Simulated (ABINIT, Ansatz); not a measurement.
## KCaF3 (Pm-3m): changed settings of a GW run in ABINIT

What do changed inputs do to GW on KCaF3 (Pm-3m)?

Program: ABINIT 10.8.3. Level of theory: PBEsol and many-body steps on it, plane waves. Results are calculated unless marked as measured.

Report form: the programs' logs are mostly left out.

## 1. Starting point

It takes space group Pm-3m (No. 221, cubic). Conventional cell: a = 4.482 Å, b = 4.482 Å, c = 4.482 Å, α = 90.00°, β = 90.00°, γ = 90.00°. Nearest to K lie 12 F at 3.17 Å. Ca has 6 F at 2.24 Å nearest. Nearest to F lie 2 Ca at 2.24 Å and 4 K at 3.17 Å. Farther neighbours and most contacts between anions are not listed.

The cell and positions are those that the Materials Project relaxed with its own functionals (PBE, PBE+U or r2SCAN), kept fixed.

## 2. Screening, 2×2×2 mesh, 79 bands, screening to 114.3 eV

This step: ABINIT 10.8.3; RPA screening on PBEsol, plane waves, norm-conserving pseudopotentials.

The RPA dielectric matrix is built and inverted for each q.

Contents of run.abi:

```
acell 3*1.0 Angstrom
rprim 
  4.481726000000 0.000000000000 0.000000000000
  0.000000000000 4.481726000000 0.000000000000
  0.000000000000 0.000000000000 4.481726000000
ntypat 3
znucl 19 20 9
natom 5
typat 1 2 3 3 3
xred 
  0.500000000000 0.500000000000 0.500000000000
  0.000000000000 0.000000000000 0.000000000000
  0.000000000000 0.500000000000 0.000000000000
  0.000000000000 0.000000000000 0.500000000000
  0.500000000000 0.000000000000 0.000000000000
pp_dirpath "pseudos"
pseudos "K.upf, Ca.upf, F.upf"
ecut 36
ngkpt 2 2 2
nshiftk 1
shiftk 0 0 0
kptopt 1
chksymbreak 0
istwfk *1
occopt 1
irdwfk 1
optdriver 3
nband 79
ecuteps 4.2
inclvkb 2
awtr 1
symchi 1
indata_prefix "in"
outdata_prefix "out"
tmpdata_prefix "tmp"
```

Launch:

```
$ OMP_NUM_THREADS=1 mpirun -n 4 abinit run.abi > log
```

It took 11 s on 4 MPI ranks of Arm Neoverse V2, shared host; peak memory 0.83 GiB; 42 s of CPU time.

Numbers from this step:

- ε∞ with local fields, on this mesh, along the program's q direction: 2.001
- the same without local fields: 2.159
- plasma frequency: 24.75 eV
- plane waves in the screening matrix: 251

Local fields lower ε∞ by 7 %. On a Γ-centred mesh this coarse the value itself is usually too large, while a short band sum pulls it down.

## 3. Base

The self-energy is evaluated for the states that the input lists, and the levels follow from it, in one-shot runs by the linearised quasiparticle equation.

This step: G0W0 on PBEsol, plane waves, norm-conserving pseudopotentials.

Changes to run.abi since step 2:

```diff
@@ -26,8 +26,17 @@
 irdwfk 1
-optdriver 3
+optdriver 4
 nband 79
+gwcalctyp 0
+ecutsigx 36
+symsigma 1
+nkptgw 2
+kptgw 
+  0.5000000000 0.5000000000 0.5000000000
+  0.0000000000 0.0000000000 0.0000000000
+bdgw 
+  18 23
+  18 24
 ecuteps 4.2
-inclvkb 2
-awtr 1
-symchi 1
+irdscr 1
+ppmodel 1
 indata_prefix "in"
```

The job ended after 6.2 s (4 MPI ranks; peak memory 0.76 GiB; 24 s of CPU time).

Numbers from this step:

```yaml
g0w0_gap_on_the_points_computed: 9.529 eV
starting_gap_on_the_mesh: 6.057 eV
k_of_the_valence_top: 0.5, 0.5, 0.5
k_of_the_conduction_bottom: 0, 0, 0
z_at_the_valence_top: 0.806
z_at_the_conduction_bottom: 0.899
least_direct_g0w0_gap_on_the_computed_points: 9.739 eV
```

The gap on the mesh goes from 6.06 eV to 9.53 eV, a correction of +3.47 eV.

## 4. Fewer bands in the self-energy

Changes to run.abi since step 3:

```diff
@@ -27,3 +27,3 @@
 optdriver 4
-nband 79
+nband 26
 gwcalctyp 0
```

The job ended after 4.4 s (4 MPI ranks; peak memory 0.72 GiB).

Numbers from this step:

- G0W0 gap on the points computed: 9.946 eV
- starting gap on the mesh: 6.057 eV
- k of the valence top: 0.5, 0.5, 0.5
- k of the conduction bottom: 0, 0, 0
- Z at the valence top: 0.813
- Z at the conduction bottom: 0.916
- least direct G0W0 gap on the computed points: 10.03 eV

## 5. Contour deformation on a plasmon-pole file

Changes to run.abi since step 4:

```diff
@@ -27,4 +27,4 @@
 optdriver 4
-nband 26
-gwcalctyp 0
+nband 79
+gwcalctyp 2
 ecutsigx 36
@@ -40,3 +40,2 @@
 irdscr 1
-ppmodel 1
 indata_prefix "in"
```

It took 3.4 s on 4 MPI ranks; peak memory 0.68 GiB.

The run stopped with an error after 3.4 s.

The fault put into this input: contour deformation on a plasmon-pole file.

## 6. Side by side

Times are wall times on 4 MPI ranks of Arm Neoverse V2, shared host, good to a factor of about two. A run's time includes the screening step that it read.

| run | mesh | bands | screening cutoff (eV) | DFT gap (eV) | gap on the mesh (eV) | direct (eV) | ε∞ used | time |
| --- | --- | --- | --- | --- | --- | --- | --- | --- |
| base | 2×2×2 | 79 | 114.3 | 6.057 | 9.529 | 9.739 | 2.00 | 17 s |
| fewer bands in the self-energy | 2×2×2 | 26 | 114.3 | 6.057 | 9.946 | 10.033 | 2.00 | 15 s |

## 7. Summary of results

| Item | Value |
| --- | --- |
| base | 9.529 eV |
| fewer bands in the self-energy | 9.946 eV |
| known limits | not at the basis limit; coarse k mesh |

What this shows: Fewer bands in the self-energy: +0.417 eV against base (keys changed: nband). Bands and cutoff are finite, so the gap is not at the basis limit. The miss can reach some tenths of an eV and take either sign; the mesh is an error of its own. In the G0W0 runs levels were corrected at 2 k points alone, so a gap called «on the mesh» is the least over those, and an edge elsewhere would be missed. The 2×2×2 mesh is coarse for this cell, which bears on the long-range parts of exchange and screening. This is the ideal cubic cell; many perovskites, halides above all, are cubic only on average, and local tilts or off-centring can widen the gap.

[Paths, hosts, dates, memory and timing lines, banners, echoed tables and standing remarks are left out of the program output.]

[Logs are printed without paths, hosts, clocks, repeated set-up lines and the standing remarks that a program may print on its own settings, such as how far it seeks lower states.]

[Runs of the session that timed out or met a known fault of the program may be left out.]

[Hosts, paths, dates, database ids (printed as entryN), source tags and the programs' standing remarks are cut or masked in the printed files.]

[G0W0 gaps are taken among the corrected bands and points alone; a level outside them can change the order at an edge.]

[Where Ansatz stands beside ABINIT at settings called matched, ABINIT's density can come from a denser mesh and the files from another edition; pairs whose starting gaps differed by over 0.03 eV were left out, so agreement reads better than it is.]
